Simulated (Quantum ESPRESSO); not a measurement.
The Be K edge of atom 1 in Be (Beryllium, P6_3/mmc), with 6 Be at 2.23 Å and 6 Be at 2.29 Å (anticuboctahedral, as in hcp, site symmetry -6m2), was computed in 3 ways: excited-electron core hole (neutral cell), full core hole (charged cell) and no core hole. Program and functional: Quantum ESPRESSO XSpectra, LDA, Lorentzian half width 0.4 eV; cells of 2 and 16 atoms (the run without a hole in the smaller).

Each run is counted from its own lowest empty level or Fermi level and scaled to a mean of 1 over its first 20 eV.

```tsv
E (eV)	run 1	run 2	run 3
-2.0	0.06	0.05	0.03
-1.0	0.11	0.08	0.05
0.0	0.48	0.28	0.13
1.0	0.97	0.70	0.28
2.0	0.92	0.97	0.52
3.0	0.98	0.93	0.54
4.0	1.03	1.02	0.47
5.0	1.33	1.09	0.62
6.0	1.25	1.29	0.61
7.0	1.24	1.22	0.84
8.0	1.33	1.26	0.85
9.0	1.32	1.31	0.90
10.0	1.23	1.31	1.02
11.0	1.26	1.21	1.11
12.0	1.71	1.28	1.00
13.0	1.64	1.81	1.10
14.0	1.14	1.52	1.69
15.0	0.71	1.02	2.35
16.0	0.50	0.64	2.38
17.0	0.49	0.47	1.74
18.0	0.28	0.46	1.21
19.0	0.25	0.26	0.65
20.0	0.34	0.25	0.47
21.0	0.50	0.36	0.49
22.0	0.55	0.53	0.74
23.0	0.44	0.52	0.84
24.0	0.35	0.40	0.66
25.0	0.37	0.35	0.65
26.0	0.46	0.38	0.44
27.0	0.56	0.46	0.51
28.0	0.56	0.57	0.74
29.0	0.57	0.55	0.76
30.0	0.53	0.56	0.64
31.0	0.58	0.53	0.74
32.0	0.47	0.56	0.68
```

Question: Which run is which?

Run 1: excited-electron core hole (neutral cell) (area from −2 to 6 eV 6.4, main maxima 0.9 eV (0.97), 4.8 eV (1.33), 7.8 eV (1.35), 8.6 eV (1.34) and 12.3 eV (1.90)). Run 2: full core hole (charged cell) (area from −2 to 6 eV 5.7, main maxima 1.7 eV (1.00), 5.8 eV (1.34), 8.6 eV (1.34) and 13.2 eV (1.87)). Run 3: no core hole (area from −2 to 6 eV 2.9, main maxima 2.5 eV (0.59), 7.0 eV (0.85), 11.0 eV (1.11), 15.6 eV (2.66) and 22.7 eV (0.86)). With each curve scaled to its own mean, the area from −2 to 6 eV with the hole is 6.4 against 2.9, and the centre of weight from −1 to 20 eV moves by -3.3 eV: the hole pulls the absorber's empty states down.

[Banner, clock and machine lines of the logs are left out without a mark of their own.]

[Logs are printed without paths, hosts, clocks, repeated set-up lines and the standing remarks that a program may print on its own settings, such as how far it seeks lower states.]

[Hosts, paths, dates, database ids (printed as entryN), source tags and the programs' standing remarks are cut or masked in the printed files.]

[Lists of maxima count a maximum above −3 eV only where it reaches 4 % of the highest in the window and stands out from its surroundings by 2 % of it (1.5 % where it reaches 55 %); shoulders and weaker maxima are passed over, and of the rest the first, up to two pre-edge ones and the few strongest are named.]
